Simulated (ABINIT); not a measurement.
# Quasiparticle gap of CaO (Fm-3m) in ABINIT, part 3 of 3

How does a plane-wave GW calculation on CaO (Fm-3m) run from the first input to the gap?

ABINIT 10.8.3; PBE and many-body steps on it, plane waves. Known limits of the many-body steps: not at the basis limit; coarse k mesh.

So far. Step 4 (Empty states on the mesh, 4×4×4 mesh, 45 bands): On this mesh the gap is 3.662 eV. Step 5 (Screening, 4×4×4 mesh, 41 bands, screening to 130.6 eV): Local fields lower ε∞ by 9 %. On a Γ-centred mesh this coarse the value itself is usually too large, while a short band sum pulls it down.

**6. Self-energy, 4×4×4 mesh, 41 bands, screening to 130.6 eV**

The self-energy is evaluated for the states that the input lists, and the levels follow from it, in one-shot runs by the linearised quasiparticle equation.

This step: G0W0 on PBE, plane waves, norm-conserving pseudopotentials.

Input file run.abi:

```
acell 3*1.0 Angstrom
rprim 
  -0.000000000000 2.403555696000 2.403555696000
  2.403555696000 -0.000000000000 2.403555696000
  2.403555696000 2.403555696000 -0.000000000000
ntypat 2
znucl 20 8
natom 2
typat 1 2
xred 
  0.000000000000 0.000000000000 0.000000000000
  0.500000000000 0.500000000000 0.500000000000
pp_dirpath "pseudos"
pseudos "Ca.upf, O.upf"
ecut 36
ngkpt 4 4 4
nshiftk 1
shiftk 0 0 0
kptopt 1
chksymbreak 0
istwfk *1
occopt 1
irdwfk 1
optdriver 4
nband 41
gwcalctyp 0
ecutsigx 36
symsigma 1
nkptgw 2
kptgw 
  0.0000000000 0.0000000000 0.0000000000
  0.5000000000 0.5000000000 0.0000000000
bdgw 
  6 12
  7 10
ecuteps 4.8
irdscr 1
ppmodel 1
indata_prefix "in"
outdata_prefix "out"
tmpdata_prefix "tmp"
```

Started as:

```
$ OMP_NUM_THREADS=1 mpirun -n 4 abinit run.abi > log
```

Numbers of over 12 decimals in the logs are rounded to 6 here.

Output:

```text
.Version 10.8.3 of ABINIT. v10.8.2 released Aug 2026.

 Symmetries : space group Fm -3 m (#225); Bravais cF (face-center cubic)
[... echo of the input left out ...]
== DATASET  1 ==================================================================
-   mpi_nproc: 4, omp_nthreads: 1 (-1 if OMP is not activated)

--- !DatasetInfo
iteration_state: {dtset: 1, }
dimensions: {natom: 2, nkpt: 8, mband: 41, nsppol: 1, nspinor: 1, nspden: 1, mpw: 1964, }
cutoff_energies: {ecut:  36.0, pawecutdg:  -1.0, }
electrons: {nelect:   1.60000000E+01, charge:   0.00000000E+00, occopt:   1.00000000E+00, tsmear:   1.00000000E-02, }

 SIGMA: Calculation of the GW corrections

 Based on a program developped by R.W. Godby, V. Olevano, G. Onida, and L. Reining.
 Incorporated in ABINIT by V. Olevano, G.-M. Rignanese, and M. Torrent.
.Using double precision arithmetic ; gwpc =  8

[... cell and pseudopotentials left out ...]
--------------------------------------------------------------------------------

 ==== K-mesh for the wavefunctions ====
 Number of points in the irreducible wedge :     8
[... list of points left out ...]
 Together with 48 symmetry operations and time-reversal symmetry
 yields    64 points in the full Brillouin Zone.

 ==== Q-mesh for screening function ====
 Number of points in the irreducible wedge :     8
[... list of points left out ...]
 Together with 48 symmetry operations and time-reversal symmetry
 yields    64 points in the full Brillouin Zone.

 vcoul_init : cutoff-mode = AUXILIARY_FUNCTION
 q-points for optical limit:   1
     1)      0.000010    0.000020    0.000030
 setmesh: FFT mesh size selected  =    36x   36x   36
          total number of points  =        46656

 Number of electrons calculated from density =   16.0000; Expected =   16.0000
 average of density, n =  0.085375
 r_s =    1.4088
 omega_plasma =   28.1852 [eV]

 === KS Band Gaps ===
  >>>> For spin  1
   Minimum direct gap =   4.0354 [eV], located at k-point      :   0.5000  0.5000  0.0000
   Fundamental gap    =   3.6617 [eV], Top of valence bands at :   0.0000  0.0000  0.0000
                                       Bottom of conduction at :   0.5000  0.5000  0.0000
 SIGMA fundamental parameters:
 PLASMON POLE MODEL  1
 number of plane-waves for SigmaX                 1917
 number of plane-waves for SigmaC and W            113
 number of plane-waves for wavefunctions          1917
 number of bands                                    41
 number of independent spin polarizations            1
 number of spinorial components                      1
 number of k-points in IBZ                           8
 number of q-points in IBZ                           8
 number of symmetry operations                      48
 number of k-points in BZ                           64
 number of q-points in BZ                           64
 number of frequencies for dSigma/dE                 9
 frequency step for dSigma/dE [eV]                0.25
 number of omega for Sigma on real axis              0
 max omega for Sigma on real axis  [eV]           0.00
 zcut for avoiding poles [eV]                     0.10

 EPSILON^-1 parameters (SCR file):
 dimension of the eps^-1 matrix on file            113
 dimension of the eps^-1 matrix used               113
 number of plane-waves for wavefunctions          1917
 number of bands                                    41
 number of q-points in IBZ                           8
 number of frequencies                               2
 number of real frequencies                          1
 number of imag frequencies                          1

 matrix elements of self-energy operator (all in [eV])

 Perturbative Calculation

--- !SelfEnergy_ee
iteration_state: {dtset: 1, }
kpoint     : [   0.000,    0.000,    0.000, ]
spin       : 1
KS_gap     :    4.745
QP_gap     :    6.047
Delta_QP_KS:    1.303
data: !SigmaeeData |
     Band     E0 <VxcDFT>   SigX SigC(E0)      Z dSigC/dE  Sig(E)    E-E0       E
        6   5.095 -19.399 -24.614   4.568   0.789  -0.268 -19.909  -0.511   4.584
        7   5.095 -19.399 -24.614   4.568   0.789  -0.268 -19.909  -0.511   4.584
        8   5.095 -19.399 -24.614   4.568   0.789  -0.268 -19.909  -0.511   4.584
        9   9.840 -10.909  -6.359  -3.615   0.847  -0.181 -10.117   0.792  10.632
       10  11.332 -13.905  -6.986  -4.160   0.844  -0.184 -11.575   2.330  13.662
       11  11.332 -13.905  -6.986  -4.160   0.844  -0.184 -11.575   2.330  13.662
       12  11.332 -13.905  -6.986  -4.160   0.844  -0.184 -11.575   2.330  13.662

--- !SelfEnergy_ee
iteration_state: {dtset: 1, }
kpoint     : [   0.500,    0.500,    0.000, ]
spin       : 1
KS_gap     :    4.035
QP_gap     :    6.221
Delta_QP_KS:    2.186
data: !SigmaeeData |
     Band     E0 <VxcDFT>   SigX SigC(E0)      Z dSigC/dE  Sig(E)    E-E0       E
        7   4.721 -18.930 -24.281   4.543   0.790  -0.266 -19.568  -0.639   4.083
        8   4.721 -18.930 -24.281   4.543   0.790  -0.266 -19.568  -0.639   4.083
        9   8.757 -11.435  -5.853  -3.766   0.852  -0.174  -9.888   1.547  10.304
       10  13.145 -16.134  -8.827  -4.151   0.834  -0.199 -13.502   2.632  15.777

== END DATASET(S) ==============================================================
================================================================================

 -outvars: echo values of variables after computation  --------
           etotal      0.0000000000E+00
            nband          41
             nkpt           8
          spgroup         225
 [... the other variables as echoed above ...]

 Calculation completed.
```

It took 3.4 s on 4 MPI ranks of Arm Neoverse V1, shared host; peak memory 0.42 GiB; 13 s of CPU time.

This step gave:

* G0W0 gap on the points computed: 5.720 eV
* starting gap on the mesh: 3.662 eV
* k of the valence top: 0, 0, 0
* k of the conduction bottom: 0.5, 0.5, 0
* Z at the valence top: 0.789
* Z at the conduction bottom: 0.852
* least direct G0W0 gap on the computed points: 6.048 eV

The gap on the mesh goes from 3.66 eV to 5.72 eV, a correction of +2.06 eV.

Limits: finite bands, cutoff and mesh; coarse k mesh. v1 is the top filled band, c1 the lowest empty one. The levels before and after the correction (eV, zero at the valence-band top of each column):

```tsv
	conduction bottom	valence top
Kohn-Sham	3.66	0.00
G0W0	5.72	0.00
```

```tsv
	level	energy (eV)
Kohn-Sham	Γ v3-v1	0.000
Kohn-Sham	Γ c1	4.745
Kohn-Sham	Γ c2-c4	6.237
Kohn-Sham	(0.5 0.5 0) v2-v1	-0.374
Kohn-Sham	(0.5 0.5 0) c1	3.662
Kohn-Sham	(0.5 0.5 0) c2	8.050
G0W0	Γ v3-v1	0.000
G0W0	Γ c1	6.048
G0W0	Γ c2-c4	9.078
G0W0	(0.5 0.5 0) v2-v1	-0.501
G0W0	(0.5 0.5 0) c1	5.720
G0W0	(0.5 0.5 0) c2	11.193
```

**7. Where the time went**

Times are wall times on 4 MPI ranks of Arm Neoverse V1, shared host, good to a factor of about two.

```tsv
step	time	share	memory (GiB)
ground state	9.9 s	30 %	0.28
bands along the symmetry lines	7.8 s	24 %	0.27
empty states on the mesh	5.9 s	18 %	0.26
screening	5.9 s	18 %	0.42
self-energy	3.4 s	10 %	0.42
```

**8. Outcome**

```yaml
pbe_gap: 3.66 eV, indirect
g0w0_gap_on_the_mesh: 5.72 eV
gw_settings: 4×4×4 mesh, 41 bands, screening to 130.6 eV, Godby-Needs plasmon pole
known_limits: not at the basis limit; coarse k mesh
```

What this shows: G0W0 moves the gap on the mesh from 3.66 eV to 5.72 eV (+2.06 eV), with Z of 0.79 and 0.85 at the edges. Local fields lower the RPA ε∞ on this mesh from 4.02 to 3.67; a Γ-centred mesh this coarse tends to raise both, most where the direct gap is narrow, while a short band sum lowers them. Only 2 of the mesh's irreducible points were corrected, so a valley elsewhere could overtake. Bands and cutoff are finite, so the gap is not at the basis limit. The miss can reach some tenths of an eV and take either sign; the mesh is an error of its own. In the G0W0 run levels were corrected at 2 k points alone, so a gap called «on the mesh» is the least over those, and an edge elsewhere would be missed. The 4×4×4 mesh is coarse for this cell, which bears on the long-range parts of exchange and screening.

[Paths, hosts, dates, memory and timing lines, banners, echoed tables and standing remarks are left out of the program output.]

[Logs are printed without paths, hosts, clocks, repeated set-up lines and the standing remarks that a program may print on its own settings, such as how far it seeks lower states.]

[Runs of the session that timed out or met a known fault of the program may be left out.]

[Hosts, paths, dates, database ids (printed as entryN), source tags and the programs' standing remarks are cut or masked in the printed files.]

[G0W0 gaps are taken among the corrected bands and points alone; a level outside them can change the order at an edge.]

[Where Ansatz stands beside ABINIT at settings called matched, ABINIT's density can come from a denser mesh and the files from another edition; pairs whose starting gaps differed by over 0.03 eV were left out, so agreement reads better than it is.]
